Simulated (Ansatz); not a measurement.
# ZnSnN2 (Pna2_1): G0W0 under other settings

Aim: change settings of a G0W0 run on ZnSnN2 (Pna2_1) and see what moves.

Calculated with Ansatz 0.2.0; G0W0 on PBE, plane waves, PAW; PAW set soft_1.

## (1) The starting structure

The structure is orthorhombic, space group Pna2_1 (No. 33). Conventional cell: a = 5.854 Å, b = 6.737 Å, c = 5.481 Å, α = 90.00°, β = 90.00°, γ = 90.00°. Nearest to Zn lie 4 N at 2.05 to 2.07 Å. Sn has 4 N at 2.06 to 2.08 Å nearest. Nearest to N lie 2 Zn at 2.05 to 2.07 Å and 2 Sn at 2.07 to 2.08 Å. Nearest to N lie 2 Zn at 2.05 Å and 2 Sn at 2.06 to 2.07 Å. Farther neighbours and most contacts between anions are not listed.

As a file:

```cif
data_structure
_symmetry_space_group_name_H-M 'P 1'
_symmetry_Int_Tables_number 1
_cell_length_a 5.8543
_cell_length_b 6.7375
_cell_length_c 5.4806
_cell_angle_alpha 90.000
_cell_angle_beta 90.000
_cell_angle_gamma 90.000
_cell_volume 216.17
loop_
_atom_site_label
_atom_site_type_symbol
_atom_site_fract_x
_atom_site_fract_y
_atom_site_fract_z
_atom_site_occupancy
Zn1 Zn 0.58306 0.87495 0.99881 1
Zn2 Zn 0.41694 0.12505 0.49881 1
Zn3 Zn 0.91694 0.37495 0.49881 1
Zn4 Zn 0.08306 0.62505 0.99881 1
Sn5 Sn 0.58840 0.37506 0.99927 1
Sn6 Sn 0.41160 0.62494 0.49927 1
Sn7 Sn 0.91160 0.87506 0.49927 1
Sn8 Sn 0.08840 0.12494 0.99927 1
N9 N 0.58240 0.37437 0.37835 1
N10 N 0.41760 0.62563 0.87835 1
N11 N 0.91760 0.87437 0.87835 1
N12 N 0.08240 0.12563 0.37835 1
N13 N 0.57972 0.87579 0.37356 1
N14 N 0.42028 0.12421 0.87356 1
N15 N 0.92028 0.37579 0.87356 1
N16 N 0.07972 0.62421 0.37356 1
```

The cell and positions are those that the Materials Project relaxed with its own functionals (PBE, PBE+U or r2SCAN), kept fixed.

## (2) The base run: 2×2×2 mesh, 490 empty bands, screening to 100 eV, PAW set soft_1 files

G0W0 replaces the xc potential by the self-energy, built once from these orbitals. Only a window of levels is corrected, while the sums run over the empty bands that the input names. This step takes PAW set soft_1 files.

Contents of input.yaml:

```yaml
crystal:
  lattice:
    - [5.8542731, 0.0, 0.0]
    - [0.0, 6.7374542, 0.0]
    - [0.0, 0.0, 5.48058331]
  atoms:
    - { symbol: Zn, position: [0.58306262, 0.87494525, 0.99881237] }
    - { symbol: Zn, position: [0.41693738, 0.12505475, 0.49881237] }
    - { symbol: Zn, position: [0.91693738, 0.37494525, 0.49881237] }
    - { symbol: Zn, position: [0.08306262, 0.62505475, 0.99881237] }
    - { symbol: Sn, position: [0.58840042, 0.37506264, 0.9992746] }
    - { symbol: Sn, position: [0.41159958, 0.62493736, 0.4992746] }
    - { symbol: Sn, position: [0.91159958, 0.87506264, 0.4992746] }
    - { symbol: Sn, position: [0.08840042, 0.12493736, 0.9992746] }
    - { symbol: "N", position: [0.58239595, 0.37436694, 0.37835473] }
    - { symbol: "N", position: [0.41760405, 0.62563306, 0.87835473] }
    - { symbol: "N", position: [0.91760405, 0.87436694, 0.87835473] }
    - { symbol: "N", position: [0.08239595, 0.12563306, 0.37835473] }
    - { symbol: "N", position: [0.57971582, 0.87578583, 0.37355931] }
    - { symbol: "N", position: [0.42028418, 0.12421417, 0.87355931] }
    - { symbol: "N", position: [0.92028418, 0.37578583, 0.87355931] }
    - { symbol: "N", position: [0.07971582, 0.62421417, 0.37355931] }
kpoints:
  mp_grid: { grid: [2, 2, 2] }
hamiltonian:
  xc: pbe
  pseudopotentials: { kind: paw, azcp: { folder: soft_1 } }
scf:
  occupations: { method: fixed }
gw:
  n_empty_bands: 490
  ecut_chi: 100
  qp_bands: [v4, c4]
  qp_kpoints: band_edges
  screening: { model: contour_deformation }
```

Started as:

```bash
$ ansatz run input.yaml --threads 2 --pin off --max-ram 92160MiB --backend cuda --events-out ev --progress --plain --runs-dir out --devices 1 --max-vram 13GiB
```

Numbers of over 12 decimals in the logs are rounded to 6 here.

The log of the run:

```text
GPUs: using 1 of 1 available (devices: 1).
Engine: ansatz 0.2.0, x86_64-unknown-linux-gnu
Pseudopotentials: kind: paw
Pseudopotential: Zn, paw, valence charge 12, recommended cutoff 420 eV (normal), soft_1/Zn.paw.azcp
Pseudopotential: Sn, paw, valence charge 14, recommended cutoff 420 eV (normal), soft_1/Sn.paw.azcp
Pseudopotential: N, paw, valence charge 5, recommended cutoff 420 eV (normal), soft_1/N.paw.azcp
Functional definition: PBE
  parameter kappa = 0.804
  parameter beta = 0.066725
  exchange = pbe_x(kappa = kappa, mu = beta*pi^2/3)
  correlation = pbe_c(beta = beta)
device memory: the entry about to start is reckoned to put 3.0 GiB on a device that reports 53.3 GiB free (of which the cap on the GPU budget leaves the run 13.0 GiB)
GPU FFT provider: cuFFT
GPU libraries: cuBLAS 13.8.2, cuFFT 12.4.0, cuSOLVER 12.3.4
Crystal: 16 atoms, lattice volume = 216.170 Å³
Basis set: ecut = 420 eV, 4231 PW (Γ)
Bands: 88, of which v1, the nominal top of the filled ones, is band 72 counted from 1 (71 counted from 0)
Symmetry: 4 space group operations
Space group: Pna21 (ITA 33), of the structure as read, at distance tolerance 6.0e-5 Å
k-points: 8
Non-local potential: Zn, projectors of the file, l = 0: 2, l = 1: 2, l = 2: 3, l = 3: 1
Non-local potential: Sn, projectors of the file, l = 0: 2, l = 1: 2, l = 2: 2, l = 3: 1
Non-local potential: N, projectors of the file, l = 0: 2, l = 1: 2, l = 2: 1
PAW form: soft (Blöchl's): semilocal exchange-correlation on the pseudo side does not see the compensation charge
PAW one-centre angular grid: Zn, 590 points (default); XC on 64 Gauss nodes
PAW one-centre angular grid: Sn, 590 points (default); XC on 64 Gauss nodes
PAW one-centre angular grid: N, 110 points (default); XC on 64 Gauss nodes
Initial density: superposition of atomic densities (chi_scale 0.1, normalization cell, long waves kept (reshape's long-wave potential 0.01 eV rms))
Initial wavefunctions: pseudopotential atomic-orbital guess
GPU buffer pool allocated for 76800 grid points (all kernels)
GPU transforms: local potential and band sums: pruned to the plane-wave sphere, on 40×45×40
Functional: x = pbe(κ = 0.804, μ = 0.219515), c = pbe(β = 0.066725)
SCF iter   1: F=—  HF=-40449.230770 eV  |F-HF|=—  |Δ(HF+E_count)|=         —  Δρ=8.78e-2  dr2=1.99e1  ethr=3.10e-3  ⟨swp⟩=4.5  Hψ=2674  notcnv=0  defer=102
preconditioner: auto → Resta (q_TF=auto, 2.550 Å⁻¹)  ε∞=4.8  [insulator: Δε(μ)=1.084 eV  Ē_g=15.534 eV  n_scr=64 (ndim 8)  ℏωp=30.3 eV  f_vac=0.000  ε∞_Penn≈4.8]
SCF iter   2: F=—  HF=-40444.286905 eV  |F-HF|=—  |Δ(HF+E_count)|=    4.94e0  Δρ=3.27e-2  dr2=1.54e0  ethr=3.10e-3  ⟨swp⟩=3.0  Hψ=1357  notcnv=0  defer=108
[...]
NSCF: frozen V_eff on 8 k-points
G₀W₀ screening: q 1/8
[... further progress lines ...]
SCF converged after 11 iterations
Free energy (F): -40444.011378 eV
Harris-Foulkes:  -40444.011378 eV  (|F-HF|=1.50e-8)
Internal energy: -40444.011378 eV  (E = F + TS)
E sigma→0 (E₀):  -40444.011378 eV
Fermi energy:    9.822222 eV
--- Per-component energies (eV) ---
  E_band       = -0.301119
  E_kinetic    = 2284.990651
  E_local      = -12747.386280  (includes V_loc(G=0)·N_el)
  E_nonlocal   = 4152.567341
  E_hartree    = 5293.082478
  E_xc         = -1287.051217
  E_vxc        = -1121.395819  (∫ρ·V_xc dr)
  E_paw        = -26106.338726  (= ΣΔE_a)
  E_vpaw       = -3155.243435  (= ΣTr[D̂ρ^β])
  E_aug_tail   = 0.007052  (compensation charges beyond the density's cutoff)
  E_ewald      = -12033.882677
  E_smearing   = -0.000000  (= −TS)
  E_closure    = 0.000000  (closes the sum)
  Σ components = -40444.011378   (vs F -40444.011378, Δ=0.00e0)
--- Band table (eV; the first three rows and the last of 8) ---
  k-point 0: bands = [... 68 lower, 9.0420, 9.7442, 9.7837, 9.8222, 10.0184, 12.6149, 13.5027, 14.1126, ... 12 higher]
  k-point 1: bands = [... 68 lower, 9.3442, 9.3442, 9.3767, 9.3767, 12.3662, 12.3662, 13.2092, 13.2092, ... 12 higher]
  k-point 2: bands = [... 68 lower, 9.2434, 9.2434, 9.4091, 9.4091, 12.1356, 12.1356, 14.4273, 14.4273, ... 12 higher]
  k-point 7: bands = [... 68 lower, 8.4765, 8.4765, 8.6666, 8.6666, 13.4884, 13.4884, 13.5177, 13.5177, ... 12 higher]
--- G₀W₀: contour deformation, 8 samples at zero and on the imaginary axis and 1 off it, 8 q-points, 490 empty bands' worth ---
  eigenvalues of the whole cell's RPA ε∞ on this k-mesh (on a slab, of 1 + 4πα/V) = 547.6197, 739.6350, 1176.3965; static W/v taken at q = 0 is 0.001285
  bands read: the sum over 562 bands ends inside a degenerate multiplet in 1 slot, whose members it reads at an even weight; the widest, k=5: bands 561 to 564 (counted from 1) at 2/4 each
  gw.qp_kpoints: band_edges: 8 of 8 stored k-points solved, in 1 pass; an edge of the gap read off the rows below is read off those points alone
    ik  band        ε_KS         Σx   Σc(E_QP)       V_xc       Z   E_QP_lin       E_QP  E_QP is
     0    69      9.0420   -25.6174     4.2682   -20.9907  0.7092     8.6790     8.6835  root
     0    70      9.7442   -25.3072     3.7072   -21.4166  0.7140     9.5593     9.5608  root
     0    71      9.7837   -25.8560     3.8051   -21.8521  0.7141     9.5835     9.5850  root
     0    72      9.8222   -25.7375     3.7390   -21.8120  0.7145     9.6341     9.6357  root
     0    73     10.0184   -11.4887    -3.5309   -15.3160  0.7473    10.3169    10.3148  root
     0    74     12.6149   -10.6754    -4.4501   -15.5838  0.7490    13.0805    13.0733  root
     0    75     13.5027   -11.4241    -4.6264   -16.6426  0.7322    14.1080    14.0947  root
     0    76     14.1126    -9.5136    -4.4720   -14.2288  0.7535    14.3576    14.3558  root
[...]
7    73     13.4884   -11.2254    -4.4849   -16.2111  0.7346    13.9984    13.9891  root
     7    74     13.4884   -11.2254    -4.4849   -16.2111  0.7346    13.9984    13.9891  root
     7    75     13.5177   -11.0193    -4.4453   -15.9415  0.7348    14.0027    13.9946  root
     7    76     13.5177   -11.0193    -4.4453   -15.9415  0.7348    14.0027    13.9946  root
```

Wall time 26 s (1 × NVIDIA H100 80GB HBM3 (shared by 6 runs) with 2 threads of AMD EPYC 7R13 (Zen 3), shared host); peak memory 1.9 GiB; 28 s of CPU time.

Numbers from this step:

```yaml
bands_summed: 562
rpa_eps_infinity_on_this_mesh_eigenvalues: 547.6, 739.6, 1176
plane_waves_in_the_screening_matrix: 495
q_points_in_the_mesh: 8
g0w0_gap_on_the_mesh: 0.6791 eV
k_of_the_valence_top: 0, 0, 0
k_of_the_conduction_bottom: 0, 0, 0
starting_gap_on_the_mesh: 0.1962 eV
z_at_the_valence_top: 0.7145
z_at_the_conduction_bottom: 0.7473
least_direct_g0w0_gap_on_the_computed_points: 0.6791 eV
```

The gap on the mesh goes from 0.20 eV to 0.68 eV, a correction of +0.48 eV. Between the two edge states, bare exchange in place of the xc potential would open the gap by 7.75 eV, and correlation takes back 7.27 eV.

## (3) Variant: potentials

Other atomic data (norm-conserving) test the pseudisation: the cutoff goes from 420 to 1240 eV and the valence electrons from 144 to 176, which opens shells that were frozen.

This step: G0W0 on PBE, plane waves, norm-conserving pseudopotentials.

Edit input.yaml of step 2 so:

```diff
@@ -26,3 +26,3 @@
   xc: pbe
-  pseudopotentials: { kind: paw, azcp: { folder: soft_1 } }
+  pseudopotentials: { kind: nc }
 scf:
```

The log of the run:

```text
GPUs: using 1 of 1 available (devices: 1).
[...]
GPU FFT provider: cuFFT
GPU libraries: cuBLAS 13.8.2, cuFFT 12.4.0, cuSOLVER 12.3.4
Crystal: 16 atoms, lattice volume = 216.170 Å³
Basis set: ecut = 1240 eV, 21389 PW (Γ)
Bands: 106, of which v1, the nominal top of the filled ones, is band 88 counted from 1 (87 counted from 0)
[... 1 set-up line as in the run before ...]
[...]
k-points: 8
[...]
GPU buffer pool allocated for 368640 grid points (all kernels)
[...]
SCF iter   1: F=—  HF=-33943.846837 eV  |F-HF|=—  |Δ(HF+E_count)|=         —  Δρ=1.01e-1  dr2=2.37e1  ethr=3.10e-3  ⟨swp⟩=7.2  Hψ=3987  notcnv=0  defer=120
[...]
SCF iter  11: F=-33936.940013 eV  HF=-33936.940013 eV  |F-HF|=4.50e-8  |Δ(HF+E_count)|=   2.33e-7  Δρ=8.37e-6  dr2=5.55e-8  ethr=5.68e-11  ⟨swp⟩=27.0  Hψ=8801  notcnv=0
SCF 1 converged in 11 iterations: F = -33936.940013 eV  dr2 = 5.55e-8
[...]
0    85     10.2118   -25.5888     4.2811   -20.9664  0.7091     9.8661     9.8706  root
     0    86     10.9130   -25.3030     3.7242   -21.4074  0.7133    10.7404    10.7416  root
     0    87     10.9509   -25.8271     3.8172   -21.8250  0.7135    10.7645    10.7660  root
     0    88     10.9897   -25.7087     3.7505   -21.7851  0.7139    10.8155    10.8167  root
     0    89     11.1955   -11.4582    -3.5473   -15.3021  0.7466    11.4942    11.4922  root
     0    90     13.7882   -10.6634    -4.4597   -15.5821  0.7483    14.2548    14.2472  root
     0    91     14.6752   -11.4160    -4.6367   -16.6462  0.7308    15.2830    15.2688  root
     0    92     15.2837    -9.4774    -4.4778   -14.2052  0.7525    15.5356    15.5337  root
[...]
7    89     14.6605   -11.2159    -4.4917   -16.2114  0.7344    15.1743    15.1643  root
     7    90     14.6605   -11.2159    -4.4917   -16.2114  0.7344    15.1743    15.1643  root
     7    91     14.6903   -11.0065    -4.4528   -15.9400  0.7344    15.1798    15.1710  root
     7    92     14.6903   -11.0065    -4.4528   -15.9400  0.7344    15.1798    15.1710  root
[key lines of the parts left out:]
SCF converged after 11 iterations
Free energy (F): -33936.940013 eV
Fermi energy:    10.989743 eV
```

Wall time 28 s (1 × NVIDIA H100 80GB HBM3 (shared by 6 runs) with 2 threads); peak memory 4 GiB.

The G0W0 gap on the mesh is 0.675 eV.

Against the base:

| setting | base | variant |
| --- | --- | --- |
| files | PAW set soft_1 | norm-conserving |

| quantity | variant | base |
| --- | --- | --- |
| starting gap on the mesh | 0.206 | 0.196 |
| G0W0 gap on the mesh | 0.675 | 0.679 |
| least direct G0W0 gap on the computed points | 0.675 | 0.679 |
| Z at the valence top | 0.714 | 0.715 |
| Z at the conduction bottom | 0.747 | 0.747 |

## (4) Variant: potentials

This step: G0W0 on PBE, plane waves, PAW.

Edit input.yaml of step 3 so:

```diff
@@ -26,3 +26,3 @@
   xc: pbe
-  pseudopotentials: { kind: nc }
+  pseudopotentials: { kind: paw, source: ansatz }
 scf:
```

The log of the run:

```text
GPUs: using 1 of 1 available (devices: 1).
[...]
GPU FFT provider: cuFFT
GPU libraries: cuBLAS 13.8.2, cuFFT 12.4.0, cuSOLVER 12.3.4
Crystal: 16 atoms, lattice volume = 216.170 Å³
Basis set: ecut = 870 eV, 12571 PW (Γ)
Bands: 125, of which v1, the nominal top of the filled ones, is band 104 counted from 1 (103 counted from 0)
[... 1 set-up line as in the run before ...]
[...]
k-points: 8
[...]
GPU buffer pool allocated for 233280 grid points (all kernels)
[...]
SCF iter   1: F=—  HF=-71910.244884 eV  |F-HF|=—  |Δ(HF+E_count)|=         —  Δρ=9.95e-2  dr2=2.25e1  ethr=3.10e-3  ⟨swp⟩=4.8  Hψ=2912  notcnv=0  defer=146
[...]
SCF iter  11: F=-71904.383785 eV  HF=-71904.383785 eV  |F-HF|=6.15e-8  |Δ(HF+E_count)|=   3.03e-7  Δρ=7.10e-6  dr2=8.40e-8  ethr=4.81e-11  ⟨swp⟩=10.1  Hψ=4076  notcnv=0
SCF 1 converged in 11 iterations: F = -71904.383785 eV  dr2 = 8.40e-8
[...]
0   101     10.8765   -25.6158     4.2884   -20.9914  0.7086    10.5362    10.5405  root
     0   102     11.5776   -25.3192     3.7335   -21.4237  0.7129    11.4145    11.4155  root
     0   103     11.6163   -25.8456     3.8275   -21.8436  0.7131    11.4406    11.4418  root
     0   104     11.6551   -25.7299     3.7613   -21.8055  0.7135    11.4909    11.4919  root
     0   105     11.8641   -11.4444    -3.5480   -15.2900  0.7461    12.1638    12.1617  root
     0   106     14.4574   -10.6583    -4.4555   -15.5738  0.7476    14.9251    14.9173  root
     0   107     15.3444   -11.4097    -4.6351   -16.6386  0.7304    15.9527    15.9382  root
     0   108     15.9495    -9.4976    -4.4674   -14.2136  0.7520    16.2000    16.1981  root
[...]
7   105     15.3292   -11.2105    -4.4893   -16.2036  0.7337    15.8429    15.8329  root
     7   106     15.3292   -11.2105    -4.4893   -16.2036  0.7337    15.8429    15.8329  root
     7   107     15.3582   -11.0036    -4.4488   -15.9324  0.7340    15.8471    15.8382  root
     7   108     15.3582   -11.0036    -4.4488   -15.9324  0.7340    15.8471    15.8382  root
[key lines of the parts left out:]
SCF converged after 11 iterations
Free energy (F): -71904.383785 eV
Fermi energy:    11.655066 eV
```

Run time: 28 s. Hardware: 1 × NVIDIA H100 80GB HBM3 (shared by 6 runs) with 2 threads; peak memory 2.9 GiB.

The G0W0 gap on the mesh is 0.670 eV.

Against the base:

| setting | base | variant |
| --- | --- | --- |
| files | PAW set soft_1 | hard PAW |

| quantity | variant | base |
| --- | --- | --- |
| starting gap on the mesh | 0.209 | 0.196 |
| G0W0 gap on the mesh | 0.670 | 0.679 |
| least direct G0W0 gap on the computed points | 0.670 | 0.679 |
| Z at the valence top | 0.714 | 0.715 |
| Z at the conduction bottom | 0.746 | 0.747 |

## (5) Variant: frequency model

A plasmon pole stands in for the full frequency dependence of the screening; this run shows what that costs in accuracy.

This step: G0W0 on PBE, plane waves, PAW; PAW set soft_1.

Edit input.yaml of step 4 so:

```diff
@@ -26,3 +26,3 @@
   xc: pbe
-  pseudopotentials: { kind: paw, source: ansatz }
+  pseudopotentials: { kind: paw, azcp: { folder: soft_1 } }
 scf:
@@ -34,2 +34,2 @@
   qp_kpoints: band_edges
-  screening: { model: contour_deformation }
+  screening: { model: godby_needs }
```

The log of the run:

```text
GPUs: using 1 of 1 available (devices: 1).
[...]
GPU FFT provider: cuFFT
GPU libraries: cuBLAS 13.8.2, cuFFT 12.4.0, cuSOLVER 12.3.4
Crystal: 16 atoms, lattice volume = 216.170 Å³
Basis set: ecut = 420 eV, 4231 PW (Γ)
Bands: 88, of which v1, the nominal top of the filled ones, is band 72 counted from 1 (71 counted from 0)
[... 1 set-up line as in the run before ...]
[...]
k-points: 8
[...]
GPU buffer pool allocated for 76800 grid points (all kernels)
[...]
SCF iter   1: F=—  HF=-40449.230770 eV  |F-HF|=—  |Δ(HF+E_count)|=         —  Δρ=8.78e-2  dr2=1.99e1  ethr=3.10e-3  ⟨swp⟩=4.5  Hψ=2674  notcnv=0  defer=102
[...]
SCF iter  11: F=-40444.011378 eV  HF=-40444.011378 eV  |F-HF|=1.50e-8  |Δ(HF+E_count)|=   3.57e-7  Δρ=3.38e-6  dr2=1.88e-8  ethr=6.94e-11  ⟨swp⟩=12.2  Hψ=2995  notcnv=0
SCF 1 converged in 11 iterations: F = -40444.011378 eV  dr2 = 1.88e-8
[...]
0    69      9.0420   -25.6174     4.2662   -20.9907  0.7736     8.6807     8.6815  root
     0    70      9.7442   -25.3072     3.7384   -21.4166  0.7736     9.5919     9.5921  root
     0    71      9.7837   -25.8560     3.8369   -21.8521  0.7733     9.6166     9.6168  root
     0    72      9.8222   -25.7375     3.7729   -21.8120  0.7733     9.6695     9.6696  root
     0    73     10.0184   -11.4887    -3.4906   -15.3160  0.8020    10.3557    10.3552  root
     0    74     12.6149   -10.6754    -4.3879   -15.5838  0.8053    13.1368    13.1354  root
     0    75     13.5027   -11.4241    -4.5191   -16.6426  0.7938    14.2048    14.2021  root
     0    76     14.1126    -9.5136    -4.4510   -14.2288  0.8128    14.3772    14.3768  root
[...]
7    73     13.4884   -11.2254    -4.3977   -16.2111  0.7958    14.0782    14.0764  root
     7    74     13.4884   -11.2254    -4.3977   -16.2111  0.7958    14.0782    14.0764  root
     7    75     13.5177   -11.0193    -4.3671   -15.9415  0.7962    14.0745    14.0728  root
     7    76     13.5177   -11.0193    -4.3671   -15.9415  0.7962    14.0745    14.0728  root
[key lines of the parts left out:]
SCF converged after 11 iterations
Free energy (F): -40444.011378 eV
Fermi energy:    9.822222 eV
```

The job ended after 16 s (1 × NVIDIA H100 80GB HBM3 (shared by 6 runs) with 2 threads; peak memory 1.9 GiB).

The G0W0 gap on the mesh is 0.686 eV.

Against the base:

| setting | base | variant |
| --- | --- | --- |
| frequency model | contour deformation | plasmon pole |

| quantity | variant | base |
| --- | --- | --- |
| starting gap on the mesh | 0.196 | 0.196 |
| G0W0 gap on the mesh | 0.686 | 0.679 |
| least direct G0W0 gap on the computed points | 0.686 | 0.679 |
| Z at the valence top | 0.773 | 0.715 |
| Z at the conduction bottom | 0.802 | 0.747 |

## (6) Outcome

| Item | Value |
| --- | --- |
| base | 0.68 eV, 26 s |
| potentials | 0.68 eV, 28 s |
| potentials | 0.67 eV, 28 s |
| frequency model | 0.69 eV, 16 s |

**Reading.** Potentials: the gap moves by −0.004 eV (the plane-wave cutoff goes from 420 to 1240 eV). Potentials: the gap moves by −0.01 eV (the plane-wave cutoff goes from 420 to 870 eV). Frequency model: the gap moves by +0.01 eV. All runs here use a coarse mesh and modest cutoffs; they test settings and are not final values. The 2×2×2 mesh is coarse for this cell (its supercell is 11 Å along the shortest edge). The RPA ε∞ on it, from the PBE start, is 547.62, 739.64 and 1176.40; such meshes misread the long-range screening, most where the gap is narrow. On this mesh the RPA ε∞ passes 90, more than nearly any semiconductor shows; a coarse mesh does this where one point with a narrow direct gap carries much weight. The screening is then too strong, and the G0W0 gap should not be taken as the material's. A d shell, filled or nearly so, lies near the gap. One-shot GW converges very slowly in bands there, not always from below, and on a semilocal start the gap tends to come out low; starts rich in exact exchange can overshoot instead. The many-body steps are scalar-relativistic: spin-orbit coupling is not in them.

[Paths, hosts, dates, memory and timing lines, banners, echoed tables and standing remarks are left out of the program output.]

[Logs are printed without paths, hosts, clocks, repeated set-up lines and the standing remarks that a program may print on its own settings, such as how far it seeks lower states.]

[Runs of the session that timed out or met a known fault of the program may be left out.]

[Cells called generated may have been cut or substituted from an entry of the Crystallography Open Database or the Materials Project.]

[Hosts, paths, dates, database ids (printed as entryN), source tags and the programs' standing remarks are cut or masked in the printed files.]
